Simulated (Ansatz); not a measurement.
## Σ9 (114) boundary in bcc W, starting shift (0.33, 0): structure and resistance

How much does the Σ9 (114) boundary in bcc W, starting shift (0.33, 0) reflect electrons?

Method: Ansatz plane-wave DFT, PBE, PAW files; relaxation of a bicrystal slab with its lowest layers held; PAW set soft_1, in the first sound run; inputs show where later runs differ, in Ansatz 0.2.0.

### 1. The starting structure

The cell holds 25 atoms: 25 W. Cell: a = 5.248 Å, b = 4.476 Å, c = 29.699 Å, α = 90.0°, β = 90.0°, γ = 64.8°. It derives from W. built on the (1 1 4) plane; 2 overlapping atoms removed and the grains opened by 0.05 Å. Vacuum lies along c.

### 2. Relaxing the bicrystal

The boundary is built by mirroring the lower grain in the boundary plane and removing any atoms that overlap. A thin bicrystal slab is relaxed first, with the lowest layers held and the upper grain free to shift and open.

The input, input.yaml:

```yaml
crystal:
  lattice:
    - [5.2482270683, 0.0, 0.0]
    - [1.9084462066, 4.0484257627, 0.0]
    - [0.0, 0.0, 29.6987628425]
  atoms:
    - { symbol: W, position: [0.8888888889, 0.0555555557, 0.1683571813] }
    - { symbol: W, position: [0.4444444445, 0.7777777779, 0.1934744065] }
    - { symbol: W, position: [0.0, 0.5000000001, 0.2185916316] }
    - { symbol: W, position: [0.5555555556, 0.2222222223, 0.2437088568] }
    - { symbol: W, position: [0.1111111111, 0.9444444445, 0.268826082] }
    - { symbol: W, position: [0.6666666667, 0.6666666667, 0.2939433072] }
    - { symbol: W, position: [0.2222222222, 0.3888888889, 0.3190605323] }
    - { symbol: W, position: [0.7777777778, 0.1111111111, 0.3441777575] }
    - { symbol: W, position: [0.3333333333, 0.8333333334, 0.3692949827] }
    - { symbol: W, position: [0.8888888889, 0.5555555556, 0.3944122079] }
    - { symbol: W, position: [0.4444444444, 0.2777777778, 0.419529433] }
    - { symbol: W, position: [0.0, 0.0, 0.4446466582] }
    - { symbol: W, position: [0.2188888889, 0.5555555556, 0.4965646804] }
    - { symbol: W, position: [0.6633333333, 0.8333333334, 0.5216819055] }
    - { symbol: W, position: [0.1077777778, 0.1111111111, 0.5467991307] }
    - { symbol: W, position: [0.5522222222, 0.3888888889, 0.5719163559] }
    - { symbol: W, position: [0.9966666667, 0.6666666667, 0.5970335811] }
    - { symbol: W, position: [0.4411111111, 0.9444444445, 0.6221508062] }
    - { symbol: W, position: [0.8855555556, 0.2222222223, 0.6472680314] }
    - { symbol: W, position: [0.33, 0.5000000001, 0.6723852566] }
    - { symbol: W, position: [0.7744444445, 0.7777777779, 0.6975024818] }
    - { symbol: W, position: [0.2188888889, 0.0555555557, 0.7226197069] }
    - { symbol: W, position: [0.6633333334, 0.3333333334, 0.7477369321] }
    - { symbol: W, position: [0.1077777778, 0.6111111112, 0.7728541573] }
    - { symbol: W, position: [0.5522222223, 0.888888889, 0.7979713825] }
kpoints:
  mp_grid: { grid: [6, 6, 1] }
hamiltonian:
  xc: pbe
  pseudopotentials: { kind: paw, azcp: { folder: soft_1 } }
scf:
  occupations: { method: fermi_dirac, width: 0.1 }
relax:
  f_tol: 0.03
  max_steps: 80
  constraints: [{ sites: [0, 1, 2, 3, 4] }]
```

Command:

```console
$ ansatz run input.yaml --threads 4 --pin off --max-ram 15360MiB --backend cpu --events-out ev --progress --plain --runs-dir out
```

Numbers of over 12 decimals in the logs are rounded to 6 here.

The log of the run:

```text
Engine: ansatz 0.2.0, aarch64-unknown-linux-gnu
Pseudopotentials: kind: paw
Pseudopotential: W, paw, valence charge 14, recommended cutoff 420 eV (normal), soft_1/W.paw.azcp
Functional definition: PBE
  parameter kappa = 0.804
  parameter beta = 0.066725
  exchange = pbe_x(kappa = kappa, mu = beta*pi^2/3)
  correlation = pbe_c(beta = beta)
Crystal: 25 atoms, lattice volume = 631.011 Å³
Basis set: ecut = 420 eV, 12347 PW (Γ), exchange–correlation on 72×60×400 points (8 copies of the dense FFT grid, shifted against one another)
Bands: 210, of which v1, the nominal top of the filled ones, is band 175 counted from 1 (174 counted from 0)
Symmetry: 1 space group operations
Space group: P1 (ITA 1), of the structure as read, at distance tolerance 8.6e-5 Å
k-points: 20 of 36 (time reversal used)
Non-local potential: W, projectors of the file, l = 0: 3, l = 1: 2, l = 2: 2, l = 3: 1
PAW form: soft (Blöchl's): semilocal exchange-correlation on the pseudo side does not see the compensation charge
PAW one-centre angular grid: W, 590 points (default); XC on 64 Gauss nodes
Initial density: superposition of atomic densities (neutral atoms: chi_scale 0, normalization atom)
Initial wavefunctions: pseudopotential atomic-orbital guess
Functional: x = pbe(κ = 0.804, μ = 0.219515), c = pbe(β = 0.066725)
SCF iter   1: F=—  HF=-259644.614510 eV  |F-HF|=—  |Δ(HF+E_count)|=         —  Δρ=5.79e-2  dr2=2.11e2  ethr=3.10e-3  ⟨swp⟩=8.2  Hψ=18339  notcnv=0
preconditioner: auto → LDOS  [metal: Δε(μ)=0.009 eV  Ē_g=4.994 eV  σ=0.100 eV  W_gap=0.02  n_scr=156 (ndim 8)  ℏωp=18.1 eV  f_vac=0.282  D(μ)=15.48/eV (n_scr^D=100)  β→1.0]
SCF iter   2: F=—  HF=-259647.046973 eV  |F-HF|=—  |Δ(HF+E_count)|=    2.43e0  Δρ=6.39e-2  dr2=5.04e2  ethr=3.10e-3  ⟨swp⟩=13.2  Hψ=24489  notcnv=0  defer=13  recentre
SCF iter   3: F=—  HF=-259634.514401 eV  |F-HF|=—  |Δ(HF+E_count)|=    1.25e1  Δρ=2.32e-2  dr2=4.93e1  ethr=3.10e-3  ⟨swp⟩=13.0  Hψ=19633  notcnv=0  defer=11
SCF iter   4: F=—  HF=-259632.784893 eV  |F-HF|=—  |Δ(HF+E_count)|=    1.73e0  Δρ=4.02e-3  dr2=3.18e-1  ethr=3.10e-3  ⟨swp⟩=4.2  Hψ=6447  notcnv=0  defer=6
SCF iter   5: F=—  HF=-259632.749325 eV  |F-HF|=—  |Δ(HF+E_count)|=   3.56e-2  Δρ=1.84e-3  dr2=2.05e-1  ethr=9.07e-5  ⟨swp⟩=5.7  Hψ=8767  notcnv=0  defer=15
SCF iter   6: F=—  HF=-259632.749959 eV  |F-HF|=—  |Δ(HF+E_count)|=   6.34e-4  Δρ=7.90e-4  dr2=2.13e-2  ethr=5.85e-5  ⟨swp⟩=2.5  Hψ=5025  notcnv=0  defer=5
SCF iter   7: F=—  HF=-259632.747533 eV  |F-HF|=—  |Δ(HF+E_count)|=   2.43e-3  Δρ=2.51e-4  dr2=3.23e-3  ethr=6.09e-6  ⟨swp⟩=2.3  Hψ=5923  notcnv=0  defer=1
SCF iter   8: F=—  HF=-259632.747523 eV  |F-HF|=—  |Δ(HF+E_count)|=   1.03e-5  Δρ=8.99e-5  dr2=3.57e-4  ethr=9.24e-7  ⟨swp⟩=2.1  Hψ=5804  notcnv=0
SCF iter   9: F=—  HF=-259632.747528 eV  |F-HF|=—  |Δ(HF+E_count)|=   4.55e-6  Δρ=3.52e-5  dr2=3.05e-5  ethr=1.02e-7  ⟨swp⟩=2.0  Hψ=5808  notcnv=0
SCF iter  10: F=-259632.747526 eV  HF=-259632.747528 eV  |F-HF|=2.13e-6  |Δ(HF+E_count)|=   1.97e-7  Δρ=1.25e-5  dr2=3.98e-6  ethr=6.43e-9  ⟨swp⟩=5.2  Hψ=13572  notcnv=0
SCF 1 converged in 10 iterations: F = -259632.747526 eV  dr2 = 3.98e-6
  greatest PAW one-centre occupation: 0.999 electrons in one spin orbital (limit 2), on the W atom at site 21 (counted from 0), in its partial waves of l = 0
relax step   1: F+E_penalty+E_count = -259632.74752566 eV  Δ(F+E_penalty+E_count) = +0.000e0 eV  max|allowed force component| = 2.546e0 eV/Å  Δτ_max = 0.0000 Å  (10 SCF iters, dr2 threshold 2.25e-5 eV, accepted)
Initial density: handed on by an earlier stage of this run
Initial wavefunctions: those handed on with the density
iter 1 solved again at ethr=7.73e-4 eV; its pass at ethr=3.10e-3 eV (dr2=2.71e0 eV) is discarded
SCF iter   1: F=—  HF=-259633.747678 eV  |F-HF|=—  |Δ(HF+E_count)|=         —  Δρ=1.07e-2  dr2=2.86e0  ethr=7.73e-4  ⟨swp⟩=2.1  Hψ=14988  notcnv=0
preconditioner: auto → LDOS  [metal: Δε(μ)=0.012 eV  Ē_g=4.570 eV  σ=0.100 eV  W_gap=0.03  n_scr=156 (ndim 8)  ℏωp=18.1 eV  f_vac=0.289  D(μ)=16.72/eV (n_scr^D=114)  β→1.0]
SCF iter   2: F=—  HF=-259633.658869 eV  |F-HF|=—  |Δ(HF+E_count)|=   8.88e-2  Δρ=5.00e-3  dr2=4.93e-1  ethr=7.73e-4  ⟨swp⟩=4.9  Hψ=7658  notcnv=0  defer=5
SCF iter   3: F=—  HF=-259633.574827 eV  |F-HF|=—  |Δ(HF+E_count)|=   8.40e-2  Δρ=1.55e-3  dr2=4.09e-2  ethr=1.41e-4  ⟨swp⟩=3.5  Hψ=8869  notcnv=0  defer=1
SCF iter   4: F=—  HF=-259633.565570 eV  |F-HF|=—  |Δ(HF+E_count)|=   9.26e-3  Δρ=3.05e-4  dr2=1.62e-3  ethr=1.17e-5  ⟨swp⟩=2.5  Hψ=6967  notcnv=0
SCF iter   5: F=—  HF=-259633.565816 eV  |F-HF|=—  |Δ(HF+E_count)|=   2.46e-4  Δρ=1.11e-4  dr2=1.80e-4  ethr=4.63e-7  ⟨swp⟩=2.6  Hψ=7303  notcnv=0
SCF iter   6: F=-259633.565839 eV  HF=-259633.565860 eV  |F-HF|=2.09e-5  |Δ(HF+E_count)|=   4.37e-5  Δρ=4.91e-5  dr2=4.51e-5  ethr=2.86e-8  ⟨swp⟩=2.9  Hψ=16049  notcnv=0
SCF 2 converged in 6 iterations: F = -259633.565839 eV  dr2 = 4.51e-5
relax step   2: F+E_penalty+E_count = -259633.56583864 eV  Δ(F+E_penalty+E_count) = -8.183e-1 eV  max|allowed force component| = 1.173e0 eV/Å  Δτ_max = 0.1949 Å  (6 SCF iters, dr2 threshold 1.00e-4 eV, accepted)
iter 1 solved again at ethr=1.97e-3 eV; its pass at ethr=3.10e-3 eV (dr2=6.90e0 eV) is discarded
SCF iter   1: F=—  HF=-259634.346060 eV  |F-HF|=—  |Δ(HF+E_count)|=         —  Δρ=1.49e-2  dr2=7.07e0  ethr=1.97e-3  ⟨swp⟩=1.0  Hψ=15874  notcnv=0
preconditioner: auto → LDOS  [metal: Δε(μ)=0.007 eV  Ē_g=4.584 eV  σ=0.100 eV  W_gap=0.02  n_scr=156 (ndim 8)  ℏωp=18.1 eV  f_vac=0.292  D(μ)=16.34/eV (n_scr^D=114)  β→1.0]
SCF iter   2: F=—  HF=-259634.199110 eV  |F-HF|=—  |Δ(HF+E_count)|=   1.47e-1  Δρ=4.42e-3  dr2=2.98e-1  ethr=1.97e-3  ⟨swp⟩=2.4  Hψ=4783  notcnv=0
SCF iter   3: F=—  HF=-259634.154329 eV  |F-HF|=—  |Δ(HF+E_count)|=   4.48e-2  Δρ=2.01e-3  dr2=7.70e-2  ethr=8.52e-5  ⟨swp⟩=3.1  Hψ=9088  notcnv=0
SCF iter   4: F=—  HF=-259634.140426 eV  |F-HF|=—  |Δ(HF+E_count)|=   1.39e-2  Δρ=3.10e-4  dr2=9.22e-4  ethr=2.20e-5  ⟨swp⟩=2.1  Hψ=6385  notcnv=0
SCF iter   5: F=—  HF=-259634.140257 eV  |F-HF|=—  |Δ(HF+E_count)|=   1.69e-4  Δρ=1.15e-4  dr2=1.25e-4  ethr=2.63e-7  ⟨swp⟩=3.0  Hψ=8750  notcnv=0
SCF iter   6: F=-259634.140267 eV  HF=-259634.140287 eV  |F-HF|=2.01e-5  |Δ(HF+E_count)|=   3.02e-5  Δρ=4.88e-5  dr2=3.79e-5  ethr=2.46e-8  ⟨swp⟩=2.9  Hψ=15308  notcnv=0
SCF 3 converged in 6 iterations: F = -259634.140267 eV  dr2 = 3.79e-5
relax step   3: F+E_penalty+E_count = -259634.14026716 eV  Δ(F+E_penalty+E_count) = -5.744e-1 eV  max|allowed force component| = 6.302e-1 eV/Å  Δτ_max = 0.1979 Å  (6 SCF iters, dr2 threshold 8.59e-5 eV, accepted)
[... from here on, the SCF cycles and remarks between the steps are left out ...]
relax step   4: F+E_penalty+E_count = -259634.41156700 eV  Δ(F+E_penalty+E_count) = -2.713e-1 eV  max|allowed force component| = 5.055e-1 eV/Å  Δτ_max = 0.1937 Å  (6 SCF iters, dr2 threshold 8.42e-5 eV, accepted)
relax step   5: F+E_penalty+E_count = -259634.61694695 eV  Δ(F+E_penalty+E_count) = -2.054e-1 eV  max|allowed force component| = 2.652e-1 eV/Å  Δτ_max = 0.2000 Å  (6 SCF iters, dr2 threshold 7.38e-5 eV, accepted)
relax step   6: F+E_penalty+E_count = -259634.75220847 eV  Δ(F+E_penalty+E_count) = -1.353e-1 eV  max|allowed force component| = 1.674e-1 eV/Å  Δτ_max = 0.2000 Å  (7 SCF iters, dr2 threshold 1.94e-5 eV, accepted)
relax step   7: F+E_penalty+E_count = -259634.81784761 eV  Δ(F+E_penalty+E_count) = -6.564e-2 eV  max|allowed force component| = 1.218e-1 eV/Å  Δτ_max = 0.1945 Å  (7 SCF iters, dr2 threshold 7.72e-6 eV, accepted)
relax step   8: F+E_penalty+E_count = -259634.83920547 eV  Δ(F+E_penalty+E_count) = -2.136e-2 eV  max|allowed force component| = 1.305e-1 eV/Å  Δτ_max = 0.1950 Å  (7 SCF iters, dr2 threshold 5.91e-6 eV, accepted)
relax step   9: F+E_penalty+E_count = -259634.84452453 eV  Δ(F+E_penalty+E_count) = -5.319e-3 eV  max|allowed force component| = 9.279e-2 eV/Å  Δτ_max = 0.0340 Å  (5 SCF iters, dr2 threshold 9.01e-6 eV, accepted)
relax step  10: F+E_penalty+E_count = -259634.84544892 eV  Δ(F+E_penalty+E_count) = -9.244e-4 eV  max|allowed force component| = 4.237e-2 eV/Å  Δτ_max = 0.0289 Å  (5 SCF iters, dr2 threshold 4.36e-6 eV, accepted)
SCF iter   1: F=—  HF=-259634.847332 eV  |F-HF|=—  |Δ(HF+E_count)|=         —  Δρ=6.77e-4  dr2=7.84e-3  ethr=1.91e-5  ⟨swp⟩=2.0  Hψ=6685  notcnv=0
preconditioner: auto → LDOS  [metal: Δε(μ)=0.010 eV  Ē_g=4.614 eV  σ=0.100 eV  W_gap=0.02  n_scr=156 (ndim 8)  ℏωp=18.1 eV  f_vac=0.299  D(μ)=16.25/eV (n_scr^D=114)  β→1.0]
SCF iter   2: F=—  HF=-259634.847021 eV  |F-HF|=—  |Δ(HF+E_count)|=   3.12e-4  Δρ=2.42e-4  dr2=9.36e-4  ethr=2.24e-6  ⟨swp⟩=2.0  Hψ=6248  notcnv=0
SCF iter   3: F=—  HF=-259634.846908 eV  |F-HF|=—  |Δ(HF+E_count)|=   1.13e-4  Δρ=1.15e-4  dr2=2.76e-4  ethr=2.67e-7  ⟨swp⟩=3.0  Hψ=7477  notcnv=0
SCF iter   4: F=—  HF=-259634.846852 eV  |F-HF|=—  |Δ(HF+E_count)|=   5.57e-5  Δρ=2.23e-5  dr2=6.55e-6  ethr=7.87e-8  ⟨swp⟩=3.5  Hψ=8188  notcnv=0
SCF iter   5: F=—  HF=-259634.846265 eV  |F-HF|=—  |Δ(HF+E_count)|=   5.87e-4  Δρ=6.59e-6  dr2=4.62e-7  ethr=1.87e-9  ⟨swp⟩=2.4  Hψ=7334  notcnv=0
SCF iter   6: F=-259634.846265 eV  HF=-259634.846265 eV  |F-HF|=2.79e-9  |Δ(HF+E_count)|=   7.46e-8  Δρ=2.40e-6  dr2=7.40e-8  ethr=2.86e-11  ⟨swp⟩=5.2  Hψ=15475  notcnv=0
SCF 11 converged in 6 iterations: F = -259634.846265 eV  dr2 = 7.40e-8
relax step  11: F+E_penalty+E_count = -259634.84626483 eV  Δ(F+E_penalty+E_count) = -8.159e-4 eV  max|allowed force component| = 1.521e-2 eV/Å  Δτ_max = 0.0146 Å  (6 SCF iters, accepted)
SCF converged after 6 iterations
Free energy (F): -259634.846265 eV
Harris-Foulkes:  -259634.846265 eV  (|F-HF|=2.79e-9)
Internal energy: -259634.308770 eV  (E = F + TS)
E sigma→0 (E₀):  -259634.577518 eV
Entropy (-TS):   -0.537494 eV (-21.500 meV/atom)
Fermi energy:    12.562219 eV
--- Per-component energies (eV) ---
  E_band       = -5467.990967
  E_kinetic    = 10510.881681
  E_local      = -328388.724829  (includes V_loc(G=0)·N_el)
  E_nonlocal   = -629.617874
  E_hartree    = 161428.157784
  E_xc         = -6671.798631
  E_vxc        = -5755.843417  (∫ρ·V_xc dr)
  E_paw        = -214445.131331  (= ΣΔE_a)
  E_vpaw       = -4061.029016  (= ΣTr[D̂ρ^β])
  E_aug_tail   = 0.003720  (compensation charges beyond the density's cutoff)
  E_ewald      = 118561.920710
  E_smearing   = -0.537494  (= −TS)
  E_closure    = 0.000000  (closes the sum)
  Σ components = -259634.846265   (vs F -259634.846265, Δ=0.00e0)
--- Forces (eV/Å), atoms counted from 1 ---
  atom   1  W      0.14646902    -0.06900939     2.55858106
  atom   2  W     -0.39666547     0.18697561     0.15757894
  atom   3  W     -0.04379258     0.02065049    -1.36318336
  atom   4  W     -0.02884446     0.01330780    -1.46106002
  atom   5  W      0.32373552    -0.15359857     0.10882768
  atom   6  W     -0.00373556     0.00164139    -0.00366963
  atom   7  W      0.00360741    -0.00039412    -0.00833611
  atom   8  W     -0.00452273     0.00087061    -0.00432406
  atom   9  W      0.00560677    -0.00201308     0.00399626
  atom  10  W     -0.00336393     0.00191949     0.00644804
  atom  11  W      0.00363237    -0.00156925     0.00822277
  atom  12  W      0.00153051    -0.00155953     0.00368126
  atom  13  W     -0.00020153     0.00105544    -0.01124813
  atom  14  W     -0.00003615     0.00005449     0.01194326
  atom  15  W      0.00414099    -0.00230377    -0.01010201
  atom  16  W     -0.00532151     0.00179303    -0.01521486
  atom  17  W      0.00381087    -0.00143914     0.00021165
  atom  18  W     -0.00647857     0.00304055    -0.00933013
  atom  19  W      0.00690667    -0.00021425     0.00649210
  atom  20  W     -0.00698623    -0.00163286     0.00439317
  atom  21  W     -0.00035158    -0.00548048     0.00844083
  atom  22  W     -0.00298297     0.00055779     0.00582803
  atom  23  W      0.00223780     0.00419803     0.00368937
  atom  24  W     -0.00557640     0.00752544     0.00075487
  atom  25  W      0.00729618    -0.00435288    -0.00263778
  max |Σ_I F_I| component: 1.14e-4 eV/Å
--- Relaxed structure (11 steps of the walk, 11 accepted, 0 SCFs on fresh bases) ---
  F+E_penalty+E_count = -259634.84626483 eV   max|allowed force component| = 1.521e-2 eV/Å
  atoms:
    - { symbol: W, position: [0.888889, 0.055556, 0.168357] }
    - { symbol: W, position: [0.444444, 0.777778, 0.193474] }
    - { symbol: W, position: [-2.7755575615628914e-17, 0.5000000001, 0.218592] }
    - { symbol: W, position: [0.5555555556, 0.222222, 0.243709] }
    - { symbol: W, position: [0.111111, 0.944444, 0.268826] }
    - { symbol: W, position: [0.667499, 0.666242, 0.294199] }
    - { symbol: W, position: [0.220684, 0.389626, 0.319675] }
    - { symbol: W, position: [0.773709, 0.113134, 0.344435] }
    - { symbol: W, position: [0.332074, 0.833923, 0.370465] }
    - { symbol: W, position: [0.883520, 0.558203, 0.396283] }
    - { symbol: W, position: [0.454174, 0.272868, 0.419369] }
    - { symbol: W, position: [-0.00146542, 0.000689041, 0.443750] }
    - { symbol: W, position: [0.127518, 0.436167, 0.490006] }
    - { symbol: W, position: [0.565371, 0.717234, 0.500160] }
    - { symbol: W, position: [0.011895, -0.00602643, 0.537440] }
    - { symbol: W, position: [0.464886, 0.267480, 0.560858] }
    - { symbol: W, position: [0.896478, 0.551661, 0.585176] }
    - { symbol: W, position: [0.344496, 0.827661, 0.611168] }
    - { symbol: W, position: [0.788121, 0.105808, 0.636614] }
    - { symbol: W, position: [0.237007, 0.381420, 0.661312] }
    - { symbol: W, position: [0.684252, 0.657774, 0.686428] }
    - { symbol: W, position: [0.124058, -0.062219, 0.713461] }
    - { symbol: W, position: [0.566650, 0.216395, 0.739265] }
    - { symbol: W, position: [-0.00715289, 0.503234, 0.760209] }
    - { symbol: W, position: [0.459799, 0.769866, 0.782257] }
```

Run time: 16 min. Hardware: 4 threads of Arm Neoverse V1, shared host; peak memory 3.4 GiB; 64 min of CPU time.

The steps of the relaxation:

```tsv
step	energy less that of the first step (eV)	largest force component (eV/Å)
1	0.0000	2.5460
2	-0.8183	1.1726
3	-1.3927	0.6302
4	-1.6640	0.5055
5	-1.8694	0.2652
6	-2.0047	0.1674
7	-2.0703	0.1218
8	-2.0917	0.1305
9	-2.0970	0.0928
10	-2.0979	0.0424
11	-2.0987	0.0152
```

The atoms that moved most (Å):

```tsv
atom	dx	dy	dz	length
W14	-0.736	-0.470	-0.639	1.082
W24	-0.809	-0.437	-0.376	0.993
W25	-0.712	-0.482	-0.467	0.978
W17	-0.745	-0.466	-0.352	0.947
W18	-0.730	-0.473	-0.326	0.929
W19	-0.734	-0.471	-0.316	0.928
W20	-0.714	-0.480	-0.329	0.921
W21	-0.702	-0.486	-0.329	0.915
```

This step gave:

| Property | Result |
| --- | --- |
| free energy | -259634.8463 eV |
| energy at zero smearing | -259634.5775 eV |
| Fermi energy | 12.56 eV |

The largest force component on a free atom ends at 0.015 eV/Å, under the tolerance of 0.03, after 11 steps.

[end of part 1 of 3]

[Logs are printed without paths, hosts, clocks, repeated set-up lines and the standing remarks that a program may print on its own settings, such as how far it seeks lower states.]

[Hosts, paths, dates, database ids (printed as entryN), source tags and the programs' standing remarks are cut or masked in the printed files.]
